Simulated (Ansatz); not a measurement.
# WSi2N4 monolayer in a perpendicular field

Aim: how the WSi2N4 monolayer screens a field along its normal, and what the field does to its bands. A positive field points along +c.

Program: Ansatz 0.2.0. Level of theory: plane-wave DFT, PBE-D3(BJ), Ansatz PAW (set soft_1); PAW set soft_1. Results are calculated unless marked as measured.

This is a report of a sequence of runs, with most program output left out.

**1. The starting structure**

The cell holds 7 atoms: 4 N, 2 Si and 1 W. Its edges and angles: a = 2.920 Å, b = 2.920 Å, c = 45.201 Å, α = 90.0°, β = 90.0°, γ = 120.0°. Vacuum lies along c.

As a file:

```xyz
7
Lattice="2.9200 0.0000 0.0000 -1.4600 2.5288 0.0000 0.0000 0.0000 45.2010" Properties=species:S:1:pos:R:3
N     0.0000    0.0000   19.0500
Si    0.0000    1.6859   19.5194
N     0.0000    1.6859   21.2694
W     0.0000    0.0000   22.6005
N     0.0000    1.6859   23.9316
Si    0.0000    1.6859   25.6816
N     0.0000    0.0000   26.1510
```

**2. Relaxation**

The starting cell is a guess, so the in-plane lattice and the atoms are relaxed first, with the slab cut off from its images along the normal.

The input, input.yaml:

```yaml
crystal:
  lattice:
    - [2.92, 0.0, 0.0]
    - [-1.46, 2.5287941791, 0.0]
    - [0.0, 0.0, 45.2010220828]
  atoms:
    - { symbol: "N", position: [0.0, 0.0, 0.421450647] }
    - { symbol: Si, position: [0.3333333333, 0.6666666667, 0.4318360821] }
    - { symbol: "N", position: [0.3333333333, 0.6666666667, 0.4705520207] }
    - { symbol: W, position: [0.0, 0.0, 0.5] }
    - { symbol: "N", position: [0.3333333333, 0.6666666667, 0.5294479793] }
    - { symbol: Si, position: [0.3333333333, 0.6666666667, 0.5681639179] }
    - { symbol: "N", position: [0.0, 0.0, 0.578549353] }
  periodic: [true, true, false]
kpoints:
  mp_grid: { grid: [12, 12, 1] }
hamiltonian:
  xc: pbe
  dispersion: d3bj
  pseudopotentials: { kind: paw, azcp: { folder: soft_1 } }
scf:
  occupations: { method: fermi_dirac, width: 0.05 }
  convergence: { dr2_threshold: 1.0e-09 }
relax:
  f_tol: 0.004
  max_steps: 90
  cell: {}
output:
  write_potential: true
  write_density: true
  volumetric_format: npy
```

Launch:

```console
$ ansatz run input.yaml --threads 2 --pin off --max-ram 3072MiB --backend cpu --events-out ev --progress --plain --runs-dir out
```

It took 83 s on 2 threads of Arm Neoverse V2, shared host; peak memory 0.56 GiB; 2.7 min of CPU time.

The steps of the relaxation:

```
step  energy less that of the first step (eV)  largest force component (eV/Å)  volume (Å³)
   1                                   0.0000                          1.8500       333.77
   2                                  -0.1707                          0.8566       329.05
   3                                  -0.2126                          0.0879       326.79
   4                                  -0.2131                          0.0277       326.80
   5                                  -0.2130                          0.0164       327.00
   6                                  -0.2131                          0.0002       326.95
  7*                                  -0.2108                          0.0004       326.95
   8                                  -0.2108                          0.0006       326.88
  9*                                  -0.2108                          0.0006       326.88
```

Relaxation steps marked * repeat the geometry before them on a plane-wave basis chosen anew for their cell, so energy and pressure can jump there.

Forces are held to the 12 operations that the run works with; a distortion that breaks them can't arise in this run.

```
cell as run  before  after  change
      a (Å)   2.920  2.890  -1.0 %
      b (Å)   2.920  2.890  -1.0 %
```

The atoms that moved most (Å, along periodic axes as changes of fractional coordinates times the final cell, across vacuum about the mean position):

| atom | dx | dy | dz | length |
| --- | --- | --- | --- | --- |
| N5 | 0.000 | 0.000 | -0.067 | 0.067 |
| N3 | 0.000 | 0.000 | 0.067 | 0.067 |
| Si6 | 0.000 | 0.000 | -0.066 | 0.066 |
| Si2 | 0.000 | 0.000 | 0.066 | 0.066 |
| N1 | 0.000 | 0.000 | 0.012 | 0.012 |
| N7 | 0.000 | 0.000 | -0.012 | 0.012 |

Final coordinates:

```xyz
7
Lattice="2.8897 0.0000 0.0000 -1.4449 2.5026 0.0000 0.0000 0.0000 45.2010" Properties=species:S:1:pos:R:3
N     0.0000    0.0000   19.0623
Si    0.0000    1.6684   19.5852
N     0.0000    1.6684   21.3367
W     0.0000    0.0000   22.6005
N     0.0000    1.6684   23.8643
Si    0.0000    1.6684   25.6158
N     0.0000    0.0000   26.1387
```

Numbers from this step:

* gap on the k-mesh: 2.430 eV

The lattice constant a goes from 2.920 to 2.890 Å.

**3. Atoms held, field 0**

A sawtooth potential applies the field, turning back in the middle of the vacuum. With the dipole correction the typed value is the field outside the slab. The induced dipole is small, so the SCF threshold is tight.

The cell differs from the one that the last finished run ended in (c 45.201 → 25.076 Å).

The input, input.yaml:

```yaml
crystal:
  lattice:
    - [2.8897055121, 0.0, 0.0]
    - [-1.4448527561, 2.5025583829, 0.0]
    - [0.0, 0.0, 25.0763741939]
  atoms:
    - { symbol: "N", position: [0.0, 0.0, 0.3589035612] }
    - { symbol: Si, position: [0.3333333333, 0.6666666667, 0.3797539108] }
    - { symbol: "N", position: [0.3333333333, 0.6666666667, 0.4496024558] }
    - { symbol: W, position: [0.0, 0.0, 0.5] }
    - { symbol: "N", position: [0.3333333333, 0.6666666667, 0.5503975442] }
    - { symbol: Si, position: [0.3333333333, 0.6666666667, 0.6202460892] }
    - { symbol: "N", position: [0.0, 0.0, 0.6410964388] }
kpoints:
  mp_grid: { grid: [18, 18, 1] }
  band_path:
    path: [[0, 0, 0], [0.5, 0, 0], [0.33333333, 0.33333333, 0], [0, 0, 0]]
    npoints: 16
hamiltonian:
  xc: pbe
  dispersion: d3bj
  pseudopotentials: { kind: paw, azcp: { folder: soft_1 } }
scf:
  occupations: { method: fermi_dirac, width: 0.02585 }
  convergence: { dr2_threshold: 1.0e-10 }
efield:
  axis: 3
  dipole_correction: true
  ramp_position: 0.97
  ramp_width: 0.06
  amplitude: 0
output:
  dos: { projected: true, e_range: [-6, 5] }
  write_potential: true
  write_density: true
  volumetric_format: npy
  elf: true
```

It took 21 s on 2 threads; peak memory 0.49 GiB; 42 s of CPU time.

This step gave:

```yaml
dipole_along_the_normal: -7.77e-7 e·Å
gap_along_the_path: 2.430 eV
smallest_direct_gap_along_the_path: 2.777 eV
ionisation_energy_upper_face: 5.341 eV
electron_affinity_upper_face: 2.910 eV
gap_the_smaller_of_path_and_mesh: 2.430 eV
```

Running mean over a fixed 2.6 Å (it still follows the layers) of the planar mean; the ramp of the sawtooth is left out. Electron's electrostatic potential energy less the Fermi level against z:

z (Å), electron's electrostatic potential energy less the Fermi level (eV) and a bar from the least value:
```
      3.5        4.1 ##############################
      4.0        4.1 ##############################
      4.5        4.1 ##############################
      5.0        4.1 ##############################
      5.5        4.1 ##############################
      6.0        4.1 ##############################
      6.5        4.0 ##############################
      7.0        3.7 #############################
      7.5        1.7 ##########################
      8.0       -2.5 ###################
      8.5       -6.2 ############
      9.0       -8.6 ########
      9.5       -9.6 #######
     10.0      -10.4 #####
     10.5       -9.3 #######
     11.0       -9.0 ########
     11.5      -10.5 #####
     12.0      -12.7 ##
     12.5      -13.6 
     13.0      -12.9 #
     13.5      -10.8 #####
     14.0       -9.1 ########
     14.5       -9.1 ########
     15.0      -10.3 ######
     15.5       -9.8 #######
     16.0       -8.8 ########
     16.5       -6.7 ############
     17.0       -3.2 ##################
     17.5        1.1 #########################
     18.0        3.5 #############################
     18.5        4.0 ##############################
     19.0        4.1 ##############################
     19.5        4.1 ##############################
     20.0        4.1 ##############################
     20.5        4.1 ##############################
     21.0        4.1 ##############################
     21.5        4.1 ##############################
     22.0        4.1 ##############################
```

The density of states has structure finer than the step of the table below, so its rows give means over 0.25 eV, whole bins alone (the curve runs from -6 to 3.21 eV). Peaks (eV: height): -4.980: 6.72, -4.620: 6.39, -3.770: 10.7, -2.360: 9.95, 1.610: 17.4, 1.910: 12.1, 2.380: 7.08.

Density of states against energy, zero at the Fermi level of the run, which the smearing sets inside the gap; means over each step:

```csv
energy (eV),density of states (states/eV a cell)
-5.75,2.33
-5.50,2.78
-5.25,3.02
-5.00,4.27
-4.75,3.76
-4.50,3.85
-4.25,3.69
-4.00,3.61
-3.75,7.33
-3.50,3.75
-3.25,1.14
-3.00,0.800
-2.75,0.125
-2.50,0.796
-2.25,3.97
-2.00,1.54
-1.75,1.00
-1.50,0.522
-1.25,0.318
-1.00,0
-0.75,0
-0.50,0
-0.25,0
0.00,0
0.25,0
0.50,0
0.75,0
1.00,0
1.25,0.313
1.50,2.99
1.75,5.12
2.00,3.34
2.25,3.26
2.50,4.39
2.75,2.98
3.00,2.08
```

Projected DOS per atom over height of the atomic layer and energy from the Fermi level. Layers: N Si N W N Si N from below.

Ten even steps from '0' (0.00 states/eV) to '9' (2.05 states/eV), each cell a mean:
```
0006000
1219121
0115110
1229221
0000000
0000000
0000000
0000000
0000000
0000000
0000000
0002000
0006000
0007000
0000000
1020201
7062607
2042402
3043403
3042403
2022202
2011102
```
Columns: height of the atomic layer (Å) from 9 to 16.1 (not evenly spaced); rows upwards: energy from the Fermi level (eV) from -5.96 to 3.13.

The electronic bands at the labelled points (eV, zero at the Fermi level of the run, which the smearing sets inside the gap):

| point | band 18 | band 19 | band 20 | band 21 | band 22 | band 23 | band 24 | band 25 |
| --- | --- | --- | --- | --- | --- | --- | --- | --- |
| Γ | -3.75 | -3.69 | -3.69 | -1.21 | 1.91 | 1.91 | 2.57 | 2.57 |
| halfway | -4.61 | -4.18 | -3.74 | -2.21 | 1.66 | 2.09 | 2.40 | 3.77 |
| M | -3.83 | -3.80 | -3.28 | -2.36 | 1.22 | 1.54 | 3.17 | 3.35 |
| halfway | -4.48 | -3.66 | -3.22 | -1.99 | 2.05 | 2.33 | 2.64 | 3.84 |
| K | -5.48 | -3.57 | -2.82 | -1.52 | 1.26 | 2.25 | 3.58 | 3.95 |
| halfway | -4.03 | -3.88 | -3.85 | -2.34 | 1.59 | 2.58 | 2.65 | 3.97 |
| Γ | -3.75 | -3.69 | -3.69 | -1.21 | 1.91 | 1.91 | 2.57 | 2.57 |

Valence density in the ca plane at fractional y = 0.667, with atoms of Si and N within 0.2 Å of it. It is the smooth field of the valence electrons, not physical close to the nuclei.

Values in e/Å³, 5 rows by 16 columns, each cell a mean:
```
0.0 0.0 0.0 0.0 0.0 0.0 0.0 0.4 0.5 0.1 0.3 1.0 0.3 0.1 0.5 0.4
0.0 0.0 0.0 0.0 0.0 0.0 0.0 0.3 0.5 0.3 0.5 0.7 0.5 0.3 0.5 0.3
0.0 0.0 0.0 0.0 0.0 0.0 0.0 0.2 0.3 1.2 2.1 0.5 2.1 1.2 0.3 0.2
0.0 0.0 0.0 0.0 0.0 0.0 0.0 0.2 0.2 1.5 2.6 0.5 2.6 1.5 0.2 0.2
0.0 0.0 0.0 0.0 0.0 0.0 0.0 0.3 0.4 0.5 0.9 0.5 0.9 0.5 0.4 0.3
```
Columns run along c (16.0 Å, from fractional 0.05 to 0.69 of the cell), rows up along a (2.9 Å). Atoms in or near the plane, at fractional coordinates: Si at (0.38, 0.33), N at (0.45, 0.33), N at (0.55, 0.33), Si at (0.62, 0.33).

ELF in the ca plane at fractional y = 0.667, with atoms of Si and N within 0.2 Å of it. It is the smooth field of the valence electrons, not physical close to the nuclei.

Ten even steps from '0' (0.00) to '9' (0.88), each cell a mean:
```
00000000002467876201211452121114787652100000
00000000002467875201211452121014787652100000
00000000001257885335663222566424787531000000
00000000000125553478886215888852455310000000
00000000000012232698357326736983322200000000
00000000000012233698257326626983322100000000
00000000000124542488887215888862355310000000
00000000001246875336763222576434787531000000
```
Columns run along c (16.0 Å, from fractional 0.16 to 0.79 of the cell), rows up along a (2.9 Å). Atoms in or near the plane, at fractional coordinates: Si at (0.38, 0.33), N at (0.45, 0.33), N at (0.55, 0.33), Si at (0.62, 0.33).

Electrostatic potential energy in the ca plane at fractional y = 0.667, with atoms of Si and N within 0.2 Å of it. With pseudopotentials it is smooth inside the atoms' cores, unlike the true potential.

Ten even steps from '0' (-36 eV) to '9' (7 eV), each cell a mean:
```
99999999999999999999987888998742368999887889
99999999999999999999987888998742368999887889
99999999999999999999876568888765578888755789
99999999999999999999841126733677763367311378
99999999999999999998612414300278830025043158
99999999999999999998612513300278830025044158
99999999999999999999740016632577762257200378
99999999999999999999875568888765678888655789
```
Columns run along c (16.0 Å, from fractional 0.05 to 0.69 of the cell; values clipped at the 3rd and 97th percentile), rows up along a (2.9 Å). Atoms in or near the plane, at fractional coordinates: Si at (0.38, 0.33), N at (0.45, 0.33), N at (0.55, 0.33), Si at (0.62, 0.33).

The gap is 2.43 eV, with the valence edge 5.34 eV and the conduction edge 2.91 eV under the upper vacuum level. Spin-orbit coupling, left out in this run, matters for the bands of elements this heavy.

**4. Atoms held, field 0.1 V/Å**

Edit input.yaml of step 3 so:

```diff
@@ -28,7 +28,6 @@
   dipole_correction: true
-  ramp_position: 0.97
-  ramp_width: 0.06
-  amplitude: 0
+  ramp_position: 0.9366
+  ramp_width: 0.1268
+  amplitude: 0.1
 output:
-  dos: { projected: true, e_range: [-6, 5] }
   write_potential: true
@@ -36,2 +35 @@
   volumetric_format: npy
-  elf: true
```

It took 21 s on 2 threads; peak memory 0.47 GiB; 41 s of CPU time.

The dipole is 0.0313 e·Å, and the gap 2.424 eV.

**5. Single point, field -0.1 V/Å**

Edit input.yaml of step 4 so:

```diff
@@ -30,3 +30,3 @@
   ramp_width: 0.1268
-  amplitude: 0.1
+  amplitude: -0.1
 output:
```

The job ended after 21 s (2 threads; peak memory 0.47 GiB).

The dipole is -0.0314 e·Å, and the gap 2.424 eV.

**6. Response, atoms held**

This step: plane-wave DFT, PBE-D3(BJ), Ansatz PAW (set soft_1); response to a field along the normal, atoms held; PAW set soft_1 (Ansatz 0.2.0).

The dipoles give the slope, and the difference of two potentials shows where the field is screened.

This step gave:

```yaml
equivalent_conductor_thickness_p_eps_0ae: 7.844 Å
distance_between_the_outer_atoms: 7.076 Å
```

The dipole of the cell by applied field:

```csv
applied field (V/Å),dipole of the cell (e·Å)
-0.1000,-0.0314
0.0000,-7.8e-7
0.1000,0.0313
```

Local field over the applied field, running mean. From the potentials at -0.1 and 0.1 V/Å; running mean over 2.5 Å. Local field over applied field against z:

z (Å), local field over applied field and a bar:
```
        5      0.998 ##############################
        6      0.983 #############################
        7      0.867 ##########################
        8      0.562 ################
        9      0.289 #######
       10      0.186 ###
       11      0.154 ##
       12      0.084 
       13      0.081 
       14      0.149 ##
       15      0.183 ###
       16      0.275 ######
       17      0.536 ###############
       18      0.849 #########################
       19      0.980 #############################
       20      0.998 ##############################
       21      1.000 ##############################
```

The induced electron density oscillates, so the rows of the table below give means over windows of 0.5 Å about each position, cut where the curve ends. Its maxima inside the range that stand out by 2 % of the span (Å: e/Å³ per V/Å): 8.22: 0.00386, 9.19: 0.00127, 10.59: 0.00152, 11.28: 0.00130, 13.23: 4.2e-4, 14.07: -2.2e-4, 15.32: 0.00224, 16.16: -5.0e-4. Its minima: 8.92: 5.0e-4, 9.75: -0.00224, 11.01: 2.2e-4, 11.84: -4.2e-4, 13.79: -0.00130, 14.49: -0.00152, 15.88: -0.00127, 16.86: -0.00386.

Electrons, planar mean, per unit field. Induced electron density against z; means over each step:

z (Å), induced electron density (e/Å³ per V/Å) and a bar from the least value:
```
      4.5    0.00000 ###############
      5.0    0.00001 ###############
      5.5    0.00002 ###############
      6.0    0.00008 ################
      6.5    0.00025 ################
      7.0    0.00071 ##################
      7.5    0.00186 #######################
      8.0    0.00342 ##############################
      8.5    0.00254 ##########################
      9.0    0.00087 ###################
      9.5   -0.00098 ###########
     10.0   -0.00084 ############
     10.5    0.00129 #####################
     11.0    0.00064 ##################
     11.5    0.00059 ##################
     12.0   -0.00022 ##############
     12.5    0.00001 ###############
     13.0    0.00016 ################
     13.5   -0.00037 ##############
     14.0   -0.00068 ############
     14.5   -0.00129 ##########
     15.0    0.00041 #################
     15.5    0.00141 #####################
     16.0   -0.00087 ############
     16.5   -0.00209 ######
     17.0   -0.00356 
     17.5   -0.00209 ######
     18.0   -0.00085 ############
     18.5   -0.00029 ##############
     19.0   -0.00009 ###############
     19.5   -0.00003 ###############
     20.0   -0.00001 ###############
     20.5    0.00000 ###############
     21.0    0.00000 ###############
```

The smaller of the gaps on the path and on the k-mesh, counted as 0 under 0.03 eV. The gap by applied field:

```csv
applied field (V/Å),gap (eV)
-0.1000,2.42
0.0000,2.43
0.1000,2.42
```

By hand: between -0.1 and 0.1 V/Å the dipole changes by 0.06270 e·Å, a slope of 0.3135 e·Å²/V. A perfect conductor of thickness t has p = ε₀AEt, so t = 180.95 × 0.3135 / 7.232 = 7.84 Å (e/ε₀ = 180.95 V·Å, A in Å²).

The induced dipole is that of a conductor 7.84 Å thick.

**7. Summary of results**

* gap without field: 2.43 eV
* ionisation energy, upper face: 5.34 eV
* electron affinity, upper face: 2.91 eV
* equivalent conductor thickness, atoms held: 7.84 Å

What this shows: The induced dipole equals that of a perfect conductor 7.84 Å thick, while the outer atoms lie 7.08 Å apart; an out-of-plane ε follows only once a thickness t is chosen, by 1 − 1/ε = 7.84 Å / t. The gap stays within 0.01 eV of 2.43 eV over the fields run, up to 0.1 V/Å in size. Semilocal functionals give gaps that are too small, and excitons are not included. Spin-orbit coupling is left out, which matters for the bands of elements this heavy. The outer anions sit over the metal atoms, one of several polytypes of such layers and not the lowest for every compound.

[Logs are printed without paths, hosts, clocks, repeated set-up lines and the standing remarks that a program may print on its own settings, such as how far it seeks lower states.]

[Hosts, paths, dates, database ids (printed as entryN), source tags and the programs' standing remarks are cut or masked in the printed files.]

[Maps of the electrostatic potential energy from Ansatz leave out the sawtooth potential of an applied field or a dipole correction, so their vacuum need not be flat; planar profiles and work functions include it.]

[The density of states shown here was stored with 400 of the rows of the run's finer table, so its peaks can read low, often by over a quarter, or be missed, and its means over a window can be off by a tenth or more.]
